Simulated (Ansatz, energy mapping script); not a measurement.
# LiNiSe2 in the alpha-NaFeO2 structure: exchange couplings from total energies (isotropic strain to volume × 0.97)

How strongly do the moments of LiNiSe2 in the alpha-NaFeO2 structure couple under PBEsol+U (7.8 eV)? The plan is to run several orders and fit a Heisenberg model.

Method: PBEsol with U = 7.8 eV on Ni d, ortho-atomic projectors; plane waves, U on orthogonalised atomic orbitals unless named otherwise, collinear spin, no spin–orbit coupling, in Ansatz 0.2.0.

This is a report of a sequence of runs, with most program output left out.

### 1. Starting point

Symmetry: R-3m, No. 166, trigonal system. The conventional cell has a = 3.560 Å, b = 3.560 Å, c = 18.117 Å, α = 90.00°, β = 90.00°, γ = 120.00°. Nearest to Li lie 6 Se at 2.62 Å. Nearest to Ni lie 6 Se at 2.48 Å. Se has 3 Ni at 2.48 Å and 3 Li at 2.62 Å nearest. alpha-NaFeO2 prototype, lattice guessed from radii. Farther neighbours and most contacts between anions are not listed.

This cell was built for the study (alpha-NaFeO2 prototype, lattice guessed from radii), not taken from an experiment; the compound need not form in this structure.

The parent cell was relaxed beforehand in Ansatz under PBE with U = 6.9 eV on Ni d, ortho-atomic projectors, D3(BJ) dispersion, from parallel moments.

This cell differs from the relaxed one by: isotropic strain to volume × 0.97. Atoms follow the cell and are not relaxed.

A Hubbard U penalises fractional filling of the shell. It raises the cost of virtual hops to the neighbours, so couplings that rest on such hops usually weaken.

### 2. A run to fix the orbital filling

A corrected shell can settle in several orbital fillings. One parallel run, with an occupation width a fifth wider than the orders use, therefore is to supply the occupation matrices. All orders start from them.

The input, input.yaml:

```yaml
crystal:
  lattice:
    - [1.7799005856, 1.027642961, 6.0390700854]
    - [-1.7799005856, 1.027642961, 6.0390700854]
    - [0.0, -2.0552352858, 6.0390787015]
  atoms:
    - { symbol: Li, position: [0.0, 0.0, 0.0] }
    - { symbol: Ni, position: [0.5, 0.5, 0.5], spin: 2.0 }
    - { symbol: Se, position: [0.243619626, 0.243619626, 0.243619626] }
    - { symbol: Se, position: [0.756380374, 0.756380374, 0.756380374] }
magnetization:
  spin_polarized: true
kpoints:
  mp_grid: { grid: [12, 12, 12] }
hamiltonian:
  xc: pbesol
  hubbard:
    sites: [{ species: Ni, l: d, u_eff: 7.8 }]
    projectors: ortho-atomic
scf:
  occupations: { method: fermi_dirac, width: 0.036 }
output:
  eigenvalues: true
```

The run is started by

```
> ansatz run input.yaml --threads 4 --pin off --max-ram 8192MiB --backend cpu --events-out ev --progress --plain --runs-dir out
```

Elapsed: 62 s, on 4 threads of Arm Neoverse V2, shared host; peak memory 3.3 GiB.

Numbers from this step:

```
final state                       : ferromagnetic
electrons in the corrected shells : 8.573 e
largest moment                    : 1.331 μB
```

### 3. Run 1 (parallel; cell A, 8 atoms)

The parallel order is the zero of energy for this cell and mesh.

The input, input.yaml:

```yaml
crystal:
  lattice:
    - [-1.7799005856, 3.0828782468, -8.6161e-06]
    - [-5.3397017569, -3.0828782468, 8.6161e-06]
    - [1.7799005856, 1.027642961, 6.0390700854]
  atoms:
    - { symbol: Li, position: [0.5, 0.5, 0.0] }
    - { symbol: Li, position: [0.0, 0.0, 0.0] }
    - { symbol: Ni, position: [0.5, 0.0, 0.5], spin: 2.0 }
    - { symbol: Ni, position: [0.0, 0.5, 0.5], spin: 2.0 }
    - { symbol: Se, position: [0.5, 0.743619626, 0.730858878] }
    - { symbol: Se, position: [0.0, 0.243619626, 0.730858878] }
    - { symbol: Se, position: [0.5, 0.256380374, 0.269141122] }
    - { symbol: Se, position: [0.0, 0.756380374, 0.269141122] }
magnetization:
  spin_polarized: true
kpoints:
  mp_grid: { grid: [10, 6, 6] }
hamiltonian:
  xc: pbesol
  hubbard:
    sites:
      - { species: Ni, l: d, u_eff: 7.8 }
      - { site: 2, l: d, u_eff: 7.8, starting_ns: [{ spin: up, occupation_matrix: ni2_major }, { spin: down, occupation_matrix: ni2_minor }] }
      - { site: 3, l: d, u_eff: 7.8, starting_ns: [{ spin: up, occupation_matrix: ni2_major }, { spin: down, occupation_matrix: ni2_minor }] }
    projectors: ortho-atomic
    occupation_matrices:
      ni2_major:
        matrix:
          - [0.995, 0.0, 0.0, 0.0, 0.0]
          - [0.0, 0.981, 0.0, 0.0, 0.01]
          - [0.0, 0.0, 0.981, 0.01, 0.0]
          - [0.0, 0.0, 0.01, 0.987, 0.0]
          - [0.0, 0.01, 0.0, 0.0, 0.987]
      ni2_minor:
        matrix:
          - [0.993, 0.0, 0.0, 0.0, 0.0]
          - [0.0, 0.542, 0.0, 0.0, 0.308]
          - [0.0, 0.0, 0.542, 0.308, 0.0]
          - [0.0, 0.0, 0.308, 0.782, 0.0]
          - [0.0, 0.308, 0.0, 0.0, 0.782]
scf:
  occupations: { method: fermi_dirac, width: 0.03 }
output:
  eigenvalues: true
```

Elapsed: 73 s, on 4 threads; peak memory 2.5 GiB.

Spin moment in the sphere by atom:

| atom | spin moment in the sphere (μB) |
| --- | --- |
| Li1 | 0.03 |
| Li2 | 0.03 |
| Ni3 | 1.33 |
| Ni4 | 1.33 |
| Se5 | -0.09 |
| Se6 | -0.09 |
| Se7 | -0.09 |
| Se8 | -0.09 |

The run ends ferromagnetic.

### 4. Order 2: compensated +−, cell A of 8 atoms

This order reverses 4 of the 6 neighbours at 3.56 Å, 4 of the 6 neighbours at 6.17 Å and 4 of the 6 neighbours at 6.38 Å, counted for an average magnetic atom.

input.yaml, as its differences from that of step 3:

```diff
@@ -9,3 +9,3 @@
     - { symbol: Ni, position: [0.5, 0.0, 0.5], spin: 2.0 }
-    - { symbol: Ni, position: [0.0, 0.5, 0.5], spin: 2.0 }
+    - { symbol: Ni, position: [0.0, 0.5, 0.5], spin: -2.0 }
     - { symbol: Se, position: [0.5, 0.743619626, 0.730858878] }
@@ -24,3 +24,3 @@
       - { site: 2, l: d, u_eff: 7.8, starting_ns: [{ spin: up, occupation_matrix: ni2_major }, { spin: down, occupation_matrix: ni2_minor }] }
-      - { site: 3, l: d, u_eff: 7.8, starting_ns: [{ spin: up, occupation_matrix: ni2_major }, { spin: down, occupation_matrix: ni2_minor }] }
+      - { site: 3, l: d, u_eff: 7.8, starting_ns: [{ spin: up, occupation_matrix: ni2_minor }, { spin: down, occupation_matrix: ni2_major }] }
     projectors: ortho-atomic
```

Run time: 1.7 min. Hardware: 4 threads; peak memory 2.5 GiB.

Spin moment in the sphere by atom:

| atom | spin moment in the sphere (μB) |
| --- | --- |
| Li1 | 0.03 |
| Li2 | -0.03 |
| Ni3 | 1.33 |
| Ni4 | -1.33 |
| Se5 | 0.03 |
| Se6 | -0.03 |
| Se7 | 0.03 |
| Se8 | -0.03 |

The run ends antiferromagnetic, 74.99 meV a magnetic atom above the parallel order of its cell (energies taken at zero occupation width, not the printed F).

### 5. Order 3: parallel, cell B of 12 atoms

The parallel order again, as the reference for this cell.

The input, input.yaml:

```yaml
crystal:
  lattice:
    - [-5.3397017569, -3.0828782468, 8.6161e-06]
    - [-5.3397017569, 3.0828782468, -8.6161e-06]
    - [-1.7799005856, -1.027642961, -6.0390700854]
  atoms:
    - { symbol: Li, position: [0.666666667, 0.666666667, 0.0] }
    - { symbol: Li, position: [0.333333333, 0.333333333, 0.0] }
    - { symbol: Li, position: [0.0, 0.0, 0.0] }
    - { symbol: Ni, position: [0.166666667, 0.666666667, 0.5], spin: 2.0 }
    - { symbol: Ni, position: [0.833333333, 0.333333333, 0.5], spin: 2.0 }
    - { symbol: Ni, position: [0.5, 0.0, 0.5], spin: 2.0 }
    - { symbol: Se, position: [0.910286293, 0.666666667, 0.269141122] }
    - { symbol: Se, position: [0.576952959, 0.333333333, 0.269141122] }
    - { symbol: Se, position: [0.243619626, 0.0, 0.269141122] }
    - { symbol: Se, position: [0.423047041, 0.666666667, 0.730858878] }
    - { symbol: Se, position: [0.089713707, 0.333333333, 0.730858878] }
    - { symbol: Se, position: [0.756380374, 0.0, 0.730858878] }
magnetization:
  spin_polarized: true
kpoints:
  mp_grid: { grid: [7, 7, 6] }
hamiltonian:
  xc: pbesol
  hubbard:
    sites:
      - { species: Ni, l: d, u_eff: 7.8 }
      - { site: 3, l: d, u_eff: 7.8, starting_ns: [{ spin: up, occupation_matrix: ni2_major }, { spin: down, occupation_matrix: ni2_minor }] }
      - { site: 4, l: d, u_eff: 7.8, starting_ns: [{ spin: up, occupation_matrix: ni2_major }, { spin: down, occupation_matrix: ni2_minor }] }
      - { site: 5, l: d, u_eff: 7.8, starting_ns: [{ spin: up, occupation_matrix: ni2_major }, { spin: down, occupation_matrix: ni2_minor }] }
    projectors: ortho-atomic
    occupation_matrices:
      ni2_major:
        matrix:
          - [0.995, 0.0, 0.0, 0.0, 0.0]
          - [0.0, 0.981, 0.0, 0.0, 0.01]
          - [0.0, 0.0, 0.981, 0.01, 0.0]
          - [0.0, 0.0, 0.01, 0.987, 0.0]
          - [0.0, 0.01, 0.0, 0.0, 0.987]
      ni2_minor:
        matrix:
          - [0.993, 0.0, 0.0, 0.0, 0.0]
          - [0.0, 0.542, 0.0, 0.0, 0.308]
          - [0.0, 0.0, 0.542, 0.308, 0.0]
          - [0.0, 0.0, 0.308, 0.782, 0.0]
          - [0.0, 0.308, 0.0, 0.0, 0.782]
scf:
  occupations: { method: fermi_dirac, width: 0.03 }
output:
  eigenvalues: true
```

Run time: 2.7 min. Hardware: 4 threads; peak memory 4.2 GiB; 10 min of CPU time.

The run ends ferromagnetic. For each magnetic atom its energy differs from the parallel run of the first cell by 2.92 meV, an error that one common reference would have brought in.

### 6. Order 4: uncompensated ++−, cell B of 12 atoms

This order reverses 4 of the 6 neighbours at 3.56 Å, 0 of the 6 neighbours at 6.17 Å and 2.67 of the 6 neighbours at 6.38 Å, counted for an average magnetic atom.

input.yaml, as its differences from that of step 5:

```diff
@@ -11,3 +11,3 @@
     - { symbol: Ni, position: [0.833333333, 0.333333333, 0.5], spin: 2.0 }
-    - { symbol: Ni, position: [0.5, 0.0, 0.5], spin: 2.0 }
+    - { symbol: Ni, position: [0.5, 0.0, 0.5], spin: -2.0 }
     - { symbol: Se, position: [0.910286293, 0.666666667, 0.269141122] }
@@ -29,3 +29,3 @@
       - { site: 4, l: d, u_eff: 7.8, starting_ns: [{ spin: up, occupation_matrix: ni2_major }, { spin: down, occupation_matrix: ni2_minor }] }
-      - { site: 5, l: d, u_eff: 7.8, starting_ns: [{ spin: up, occupation_matrix: ni2_major }, { spin: down, occupation_matrix: ni2_minor }] }
+      - { site: 5, l: d, u_eff: 7.8, starting_ns: [{ spin: up, occupation_matrix: ni2_minor }, { spin: down, occupation_matrix: ni2_major }] }
     projectors: ortho-atomic
```

It took 3.6 min on 4 threads; peak memory 4.2 GiB.

The run ends ferrimagnetic, 93.70 meV a magnetic atom above the parallel order of its cell (energies taken at zero occupation width, not the printed F).

### 7. Run 5 (parallel; cell C, 8 atoms)

A new cell needs its own zero of energy.

The input, input.yaml:

```yaml
crystal:
  lattice:
    - [-3.5598011712, 0.0, 0.0]
    - [0.0, 6.1657564937, -1.72321e-05]
    - [1.7799005856, -1.027642961, -6.0390700854]
  atoms:
    - { symbol: Li, position: [0.0, 0.0, 0.0] }
    - { symbol: Li, position: [0.5, 0.5, 0.0] }
    - { symbol: Ni, position: [0.25, 0.75, 0.5], spin: 2.0 }
    - { symbol: Ni, position: [0.75, 0.25, 0.5], spin: 2.0 }
    - { symbol: Se, position: [0.634570561, 0.878190187, 0.269141122] }
    - { symbol: Se, position: [0.134570561, 0.378190187, 0.269141122] }
    - { symbol: Se, position: [0.865429439, 0.621809813, 0.730858878] }
    - { symbol: Se, position: [0.365429439, 0.121809813, 0.730858878] }
magnetization:
  spin_polarized: true
kpoints:
  mp_grid: { grid: [11, 6, 11] }
hamiltonian:
  xc: pbesol
  hubbard:
    sites:
      - { species: Ni, l: d, u_eff: 7.8 }
      - { site: 2, l: d, u_eff: 7.8, starting_ns: [{ spin: up, occupation_matrix: ni2_major }, { spin: down, occupation_matrix: ni2_minor }] }
      - { site: 3, l: d, u_eff: 7.8, starting_ns: [{ spin: up, occupation_matrix: ni2_major }, { spin: down, occupation_matrix: ni2_minor }] }
    projectors: ortho-atomic
    occupation_matrices:
      ni2_major:
        matrix:
          - [0.995, 0.0, 0.0, 0.0, 0.0]
          - [0.0, 0.981, 0.0, 0.0, 0.01]
          - [0.0, 0.0, 0.981, 0.01, 0.0]
          - [0.0, 0.0, 0.01, 0.987, 0.0]
          - [0.0, 0.01, 0.0, 0.0, 0.987]
      ni2_minor:
        matrix:
          - [0.993, 0.0, 0.0, 0.0, 0.0]
          - [0.0, 0.542, 0.0, 0.0, 0.308]
          - [0.0, 0.0, 0.542, 0.308, 0.0]
          - [0.0, 0.0, 0.308, 0.782, 0.0]
          - [0.0, 0.308, 0.0, 0.0, 0.782]
scf:
  occupations: { method: fermi_dirac, width: 0.03 }
output:
  eigenvalues: true
```

The job ended after 86 s (4 threads; peak memory 2.7 GiB).

The run ends ferromagnetic. For each magnetic atom its energy differs from the parallel run of the first cell by 0.11 meV, an error that one common reference would have brought in.

### 8. Run 6 (compensated +−; cell C, 8 atoms)

This order reverses 4 of the 6 neighbours at 3.56 Å, 4 of the 6 neighbours at 6.17 Å and 2 of the 6 neighbours at 6.38 Å, counted for an average magnetic atom.

input.yaml, as its differences from that of step 7:

```diff
@@ -9,3 +9,3 @@
     - { symbol: Ni, position: [0.25, 0.75, 0.5], spin: 2.0 }
-    - { symbol: Ni, position: [0.75, 0.25, 0.5], spin: 2.0 }
+    - { symbol: Ni, position: [0.75, 0.25, 0.5], spin: -2.0 }
     - { symbol: Se, position: [0.634570561, 0.878190187, 0.269141122] }
@@ -24,3 +24,3 @@
       - { site: 2, l: d, u_eff: 7.8, starting_ns: [{ spin: up, occupation_matrix: ni2_major }, { spin: down, occupation_matrix: ni2_minor }] }
-      - { site: 3, l: d, u_eff: 7.8, starting_ns: [{ spin: up, occupation_matrix: ni2_major }, { spin: down, occupation_matrix: ni2_minor }] }
+      - { site: 3, l: d, u_eff: 7.8, starting_ns: [{ spin: up, occupation_matrix: ni2_minor }, { spin: down, occupation_matrix: ni2_major }] }
     projectors: ortho-atomic
```

The job ended after 1.7 min (4 threads; peak memory 2.7 GiB; 6.6 min of CPU time).

The run ends antiferromagnetic, 93.29 meV a magnetic atom above the parallel order of its cell (energies taken at zero occupation width, not the printed F).

### 9. Parallel start in cell D (8 atoms)

This run holds the same structure in another cell (b 6.166 → 3.560 Å, c 6.379 → 12.252 Å, α 99.3 → 81.6°, β 106.2 → 81.6°, γ 90.0 → 60.0°).

The input, input.yaml:

```yaml
crystal:
  lattice:
    - [1.7799005856, -3.0828782468, 8.6161e-06]
    - [3.5598011712, 0.0, 0.0]
    - [1.7799005856, -1.0275923248, 12.0781487869]
  atoms:
    - { symbol: Li, position: [0.0, 0.0, 0.0] }
    - { symbol: Li, position: [0.5, 0.5, 0.5] }
    - { symbol: Ni, position: [0.75, 0.75, 0.75], spin: 2.0 }
    - { symbol: Ni, position: [0.25, 0.25, 0.25], spin: 2.0 }
    - { symbol: Se, position: [0.878190187, 0.878190187, 0.365429439] }
    - { symbol: Se, position: [0.378190187, 0.378190187, 0.865429439] }
    - { symbol: Se, position: [0.621809813, 0.621809813, 0.134570561] }
    - { symbol: Se, position: [0.121809813, 0.121809813, 0.634570561] }
magnetization:
  spin_polarized: true
kpoints:
  mp_grid: { grid: [12, 12, 12] }
hamiltonian:
  xc: pbesol
  hubbard:
    sites:
      - { species: Ni, l: d, u_eff: 7.8 }
      - { site: 2, l: d, u_eff: 7.8, starting_ns: [{ spin: up, occupation_matrix: ni2_major }, { spin: down, occupation_matrix: ni2_minor }] }
      - { site: 3, l: d, u_eff: 7.8, starting_ns: [{ spin: up, occupation_matrix: ni2_major }, { spin: down, occupation_matrix: ni2_minor }] }
    projectors: ortho-atomic
    occupation_matrices:
      ni2_major:
        matrix:
          - [0.995, 0.0, 0.0, 0.0, 0.0]
          - [0.0, 0.981, 0.0, 0.0, 0.01]
          - [0.0, 0.0, 0.981, 0.01, 0.0]
          - [0.0, 0.0, 0.01, 0.987, 0.0]
          - [0.0, 0.01, 0.0, 0.0, 0.987]
      ni2_minor:
        matrix:
          - [0.993, 0.0, 0.0, 0.0, 0.0]
          - [0.0, 0.542, 0.0, 0.0, 0.308]
          - [0.0, 0.0, 0.542, 0.308, 0.0]
          - [0.0, 0.0, 0.308, 0.782, 0.0]
          - [0.0, 0.308, 0.0, 0.0, 0.782]
scf:
  occupations: { method: fermi_dirac, width: 0.03 }
output:
  eigenvalues: true
```

It took 2.9 min on 4 threads; peak memory 5.7 GiB; 11 min of CPU time.

The run ends ferromagnetic. For each magnetic atom its energy differs from the parallel run of the first cell by -2.42 meV, an error that one common reference would have brought in.

### 10. Order 8: compensated +−, cell D of 8 atoms

This order reverses 0 of the 6 neighbours at 3.56 Å, 0 of the 6 neighbours at 6.17 Å and 6 of the 6 neighbours at 6.38 Å, counted for an average magnetic atom.

input.yaml, as its differences from that of step 9:

```diff
@@ -9,3 +9,3 @@
     - { symbol: Ni, position: [0.75, 0.75, 0.75], spin: 2.0 }
-    - { symbol: Ni, position: [0.25, 0.25, 0.25], spin: 2.0 }
+    - { symbol: Ni, position: [0.25, 0.25, 0.25], spin: -2.0 }
     - { symbol: Se, position: [0.878190187, 0.878190187, 0.365429439] }
@@ -24,3 +24,3 @@
       - { site: 2, l: d, u_eff: 7.8, starting_ns: [{ spin: up, occupation_matrix: ni2_major }, { spin: down, occupation_matrix: ni2_minor }] }
-      - { site: 3, l: d, u_eff: 7.8, starting_ns: [{ spin: up, occupation_matrix: ni2_major }, { spin: down, occupation_matrix: ni2_minor }] }
+      - { site: 3, l: d, u_eff: 7.8, starting_ns: [{ spin: up, occupation_matrix: ni2_minor }, { spin: down, occupation_matrix: ni2_major }] }
     projectors: ortho-atomic
```

The job ended after 88 s (4 threads; peak memory 5.1 GiB).

The run ends antiferromagnetic, 72.25 meV a magnetic atom above the parallel order of its cell (energies taken at zero occupation width, not the printed F).

### 11. The fit

Each energy difference is a sum of couplings weighted by the pairs that the order reverses. A few near shells are fitted to the differences by least squares. Energies are those extrapolated to zero occupation width, not the free energies F.

The orders that converged (zero: parallel moments in the same cell):

| order | atoms | energy (meV a magnetic atom) | moments (μB) | moments kept as typed | opposed neighbours at 3.56, 6.17, 6.38 Å |
| --- | --- | --- | --- | --- | --- |
| parallel in cell A | 8 | 0.00 | 1.33 | yes | 0, 0, 0 |
| compensated +− in cell A | 8 | 74.99 | 1.33 | yes | 4, 4, 4 |
| parallel in cell B | 12 | 0.00 | 1.33 | yes | 0, 0, 0 |
| uncompensated ++− in cell B | 12 | 93.70 | 1.31 to 1.37 | yes | 4, 0, 2.67 |
| parallel in cell C | 8 | 0.00 | 1.33 | yes | 0, 0, 0 |
| compensated +− in cell C | 8 | 93.29 | 1.33 | yes | 4, 4, 2 |
| parallel in cell D | 8 | 0.00 | 1.33 | yes | 0, 0, 0 |
| compensated +− in cell D | 8 | 72.25 | 1.33 | yes | 0, 0, 6 |

Couplings from the energies, with E = −Σ J e·e over ordered pairs:

| pair | distance (Å) | neighbours | J (meV) |
| --- | --- | --- | --- |
| Ni–Ni | 3.56 | 6 | 8.07 |
| Ni–Ni | 6.17 | 6 | -1.65 |
| Ni–Ni | 6.38 | 6 | 5.46 |

These orders cannot tell some unfitted shells from fitted ones: the value at 3.56 Å holds J(3.56) + J(7.12), the value at 6.17 Å holds J(6.17) − J(7.12) and the value at 6.38 Å holds J(6.38) + 2 J(8.13); other unfitted shells add to the values wholly or in part.

Adding the shell at 7.31 Å gives 7.7, -1.7, 3.4 and 2.6 meV, an exact solve that tests nothing.

Limits of this fit: it misses the energies by up to 20 meV, so no temperature is drawn.

### 12. Beside the first set of runs

The first set of orders, under PBEsol+U (7.8 eV), isotropic strain to volume × 1, took 80 min of CPU time summed over its finished orders (seed run apart), these 65 min.

| quantity | this set | first set |
| --- | --- | --- |
| J at 3.56 Å (3.60 Å in the first set), meV | 8.07 | 7.83 |
| J at 6.17 Å (6.23 Å in the first set), meV | -1.65 | -1.67 |
| J at 6.38 Å (6.44 Å in the first set), meV | 5.46 | 5.24 |

The coupling that led in the first set goes from 7.83 to 8.07 meV.

### 13. Summary of results

| Quantity | Value |
| --- | --- |
| lowest order tried | parallel |
| largest fitted value (a combination of shells), Ni–Ni at 3.56 Å | 8.07 meV |

In words: Of the orders tried, LiNiSe2 in the alpha-NaFeO2 structure (isotropic strain to volume × 0.97) prefers parallel moments under PBEsol+U (7.8 eV). The largest fitted value is 8.1 meV, at 3.56 Å. It is a combination of shells that these orders cannot split, so neither its size nor its sign can be laid on that pair alone. The orders also reverse pairs at 7.12 and 7.31 Å, which are not fitted, so the fitted values hold their part too. With 4 differences for 3 couplings the fit misses by 20 meV at most, which is not small: farther shells, terms beyond the Heisenberg form or the mesh can cause that. In the fitted orders moments change by up to 2.6 % against the parallel run of the same cell, so their size stays put. Every order is gapless on its mesh at this level. In a metal exchange reaches farther, and a short model of fixed moments is less apt; where the compound is in fact an insulator, these couplings come from a wrongly metallic state. The cell was built from a prototype and relaxed before the change was imposed without further relaxation; a distortion that needs a larger cell, or another structure that the compound may prefer, is not captured.

[Logs and program files are shortened in this print: banners, set-up blocks, solver, clock and traceback lines can be left out without a mark of their own.]

[Logs are printed without paths, hosts, clocks, repeated set-up lines and the standing remarks that a program may print on its own settings, such as how far it seeks lower states.]

[Hosts, paths, dates, database ids (printed as entryN), source tags and the programs' standing remarks are cut or masked in the printed files.]

[Where a cell is said to come from a database of computed structures, the database is the Materials Project.]
